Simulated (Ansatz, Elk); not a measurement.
# Bonding as seen by X-rays: Li2CoCl2F2, part 2 of 2

Structure refinements treat a crystal as free atoms side by side. For a made-up structure of Li2CoCl2F2 (cell and positions from a PBEsol relaxation) the runs below show what the calculated density changes in F(hkl).

Elk 11.2.3 (patched build); all-electron DFT.

So far. Step 2 (Ground state and structure factors): The ions are Li+, Co2+, Cl− and F−, by formal charge.

The structure was built from a prototype and need not be the compound's stable phase.

**5. Another functional**

Level of this step: DFT, LDA (Perdew-Wang), all-electron APW+lo, Dirac cores, scalar-relativistic bands, static density, ferromagnetic start (Elk).

The difference from free atoms is small, so it is set against the change that LDA (Perdew-Wang) makes.

Input file elk.in:

```
tasks
  0
  195
  196

xctype
  3

spinpol
  .true.

rgkmax
  7.0

gmaxvr
  14.0

lmaxo
  7

lmaxapw
  8

swidth
  0.002

tshift
  .false.

ramdisk
  .false.

hmaxvr
  5.5

maxscl
  120

epspot
  1e-06

reducebf
  0.8

sppath
  './'

avec
  5.97415343532 -9.24445264353 0.00000000000
  5.97415343532 9.24445264353 0.00000000000
  0.00000000000 0.00000000000 5.94668170164

atoms
  4
  'Co.in'
  1
  -0.0000000000 -0.0000000000 0.0000000000   0.000000 0.000000 -0.120000
  'Cl.in'
  2
  0.2646196686 0.2646196686 0.5000000000   0.000000 0.000000 0.000000
  0.7353803314 0.7353803314 0.5000000000   0.000000 0.000000 0.000000
  'F.in'
  2
  0.2168184435 0.7831815565 0.0000000000   0.000000 0.000000 0.000000
  0.7831815565 0.2168184435 0.0000000000   0.000000 0.000000 0.000000
  'Li.in'
  2
  -0.0000000000 0.5000000000 0.5000000000   0.000000 0.000000 0.000000
  0.5000000000 -0.0000000000 0.5000000000   0.000000 0.000000 0.000000

ngridk
  4 4 6
```

On the command line:

```sh
$ OMP_NUM_THREADS=4 elk
```

Numbers of over 12 decimals in the logs are rounded to 6 here.

The log of the run:

```text
┌─────────────────────────┐
│ Elk code version 11.2.3 │
└─────────────────────────┘

All units are atomic (Hartree, Bohr, etc.)

┌─────────────────────────────────────────────────┐
│ Ground-state run starting from atomic densities │
└─────────────────────────────────────────────────┘

Lattice vectors :
   5.974153435      -9.244452644       0.000000000
   5.974153435       9.244452644       0.000000000
   0.000000000       0.000000000       5.946681702

Reciprocal lattice vectors :
  0.5258640722     -0.3398354424       0.000000000
[...]
Moments :
 interstitial                :   0.9717317476E-01
 muffin-tins
  species : 1 (Co)
[...]
species : 2 (Cl)
[...]
species : 3 (F)
[...]
species : 4 (Li)
   atom 1                    :   0.6076586983E-03
   atom 2                    :   0.6076586983E-03
 total in muffin-tins        :    2.740037868
 total moment                :    2.837211043

┌──────────────────────────────┐
│ Self-consistent loop stopped │
└──────────────────────────────┘

Warning : core states of species 1 leak from the muffin-tin :   0.1998253187E-02

Wrote STATE.OUT
[key lines of the parts left out:]
total energy                :     -2525.3604836765
```

Elapsed: 3.1 min, on 4 threads of Arm Neoverse V1, shared host; peak memory 0.27 GiB.

Against the first run R = 0.19 %; the largest change is -0.102 at 201. The moment goes from 2.90 to 2.84 μB.

**6. Basis size**

A smaller basis shows how fast F responds to it; the change is likely larger than the basis error of the first run, but doesn't show convergence.

Changes to elk.in since step 5:

```diff
@@ -6,3 +6,3 @@
 xctype
-  3
+  20
 
@@ -12,3 +12,3 @@
 rgkmax
-  7.0
+  5.5
```

On the command line:

```sh
$ OMP_NUM_THREADS=4 elk
```

The log of the run:

```text
┌─────────────────────────┐
│ Elk code version 11.2.3 │
└─────────────────────────┘

All units are atomic (Hartree, Bohr, etc.)

┌─────────────────────────────────────────────────┐
│ Ground-state run starting from atomic densities │
└─────────────────────────────────────────────────┘

Lattice vectors :
   5.974153435      -9.244452644       0.000000000
   5.974153435       9.244452644       0.000000000
   0.000000000       0.000000000       5.946681702

Reciprocal lattice vectors :
  0.5258640722     -0.3398354424       0.000000000
[...]
Moments :
 interstitial                :   0.9865000695E-01
 muffin-tins
  species : 1 (Co)
[...]
species : 2 (Cl)
[...]
species : 3 (F)
[...]
species : 4 (Li)
   atom 1                    :   0.6084344474E-03
   atom 2                    :   0.6084344474E-03
 total in muffin-tins        :    2.821706848
 total moment                :    2.920356854

┌──────────────────────────────┐
│ Self-consistent loop stopped │
└──────────────────────────────┘

Warning : core states of species 1 leak from the muffin-tin :   0.1896972243E-02

Wrote STATE.OUT
[key lines of the parts left out:]
total energy                :     -2531.4769612278
```

Elapsed: 5.8 min, on 4 threads; peak memory 0.41 GiB; 21 min of CPU time.

Against the first run R = 0.10 %; the largest change is -0.054 at 201. The moment goes from 2.90 to 2.92 μB.

**7. With a Hubbard U**

A Hubbard U is put on the d shell, to see how far it moves the factors.

Changes to elk.in since step 6:

```diff
@@ -12,3 +12,3 @@
 rgkmax
-  5.5
+  7.0
 
@@ -72 +72,5 @@
   4 4 6
+
+dft+u
+  1 1
+  1 2 0.121273 0.000000
```

On the command line:

```sh
$ OMP_NUM_THREADS=4 elk
```

The log of the run:

```text
┌─────────────────────────┐
│ Elk code version 11.2.3 │
└─────────────────────────┘

All units are atomic (Hartree, Bohr, etc.)

┌─────────────────────────────────────────────────┐
│ Ground-state run starting from atomic densities │
└─────────────────────────────────────────────────┘

Lattice vectors :
   5.974153435      -9.244452644       0.000000000
   5.974153435       9.244452644       0.000000000
   0.000000000       0.000000000       5.946681702

Reciprocal lattice vectors :
  0.5258640722     -0.3398354424       0.000000000
[...]
Moments :
 interstitial                :   0.1020183454
 muffin-tins
  species : 1 (Co)
[...]
species : 2 (Cl)
[...]
species : 3 (F)
[...]
species : 4 (Li)
   atom 1                    :  -0.5050275316E-05
   atom 2                    :  -0.5050275316E-05
 total in muffin-tins        :    2.897988205
 total moment                :    3.000006551

┌──────────────────────────────┐
│ Self-consistent loop stopped │
└──────────────────────────────┘

Warning : core states of species 1 leak from the muffin-tin :   0.1914783820E-02

Warning : forces or DFT+U at lmaxo under 8 : 7

Wrote STATE.OUT
[key lines of the parts left out:]
total energy                :     -2531.5288502162
```

It took 6.8 min on 4 threads; peak memory 0.44 GiB; 25 min of CPU time.

Against the first run R = 0.52 %; the largest change is -0.257 at 0 10 0. The moment goes from 2.90 to 3.00 μB.

**8. Settings against the effect**

```
              run  R against the first run (%)  R against neutral atoms, low angle (%)  wall time
    PBE, rgkmax 7                         0.00                                    0.88    6.2 min
LDA (Perdew-Wang)                         0.19                                    0.79    3.1 min
       rgkmax 5.5                         0.10                                    0.82    5.8 min
            PBE+U                         0.52                                    0.85    6.8 min
```

**9. Summary of results**

```json
{"R against neutral atoms, sin θ/λ < 0.3 Å⁻¹": "0.88 %", "R against neutral atoms, 0.3 to 0.64 Å⁻¹": "0.49 %", "R against ions, below 0.3 Å⁻¹": "0.91 %"}
```

**Reading.** Independent neutral atoms miss the calculated amplitudes by R = 0.88 % below 0.3 Å⁻¹ and 0.49 % from there to 0.64 Å⁻¹; by shells, 0.60 % below 0.15 Å⁻¹ (2 forms), 0.91 % 0.15 to 0.3 (16 forms), 0.38 % 0.3 to 0.45 (38 forms), 0.54 % above 0.45 (93 forms). Bonding, aspherical density and the tables' own atoms all enter these figures, and the runs don't part them. The largest change of an amplitude is +0.55 electrons, at 220. Formal ions give R = 0.91 % at low angle, no better and no worse than neutral atoms. The magnetic order is that of the start. No other order was tried here, and an antiferromagnetic one would change or move the magnetic intensity. The window's part falls from 31.0 electrons at the origin to at most 3.48 between 0.45 and 0.64 Å⁻¹, where compact states inside the window still scatter. Below 0.3 Å⁻¹ the changes that finished (LDA (Perdew-Wang), rgkmax 5.5 and PBE+U) move F by R = 0.24 % at most, against the 0.88 % that separates it from free atoms. A single amplitude moves by up to 0.26 electrons, against 0.55 for the largest difference from free atoms. The magnetic factors move by R = 4.0 % (LDA (Perdew-Wang)), 1.2 % (rgkmax 5.5) and 9.7 % (PBE+U), so they aren't settled to better than that. The k-mesh has no finished test. Part of the difference isn't bonding: the tables are fits to free atoms and ions calculated by other methods than this functional. Thermal motion, anomalous dispersion and extinction are left out.

[Logs are printed without paths, hosts, clocks, repeated set-up lines and the standing remarks that a program may print on its own settings, such as how far it seeks lower states.]

[Hosts, paths, dates, database ids (printed as entryN), source tags and the programs' standing remarks are cut or masked in the printed files.]
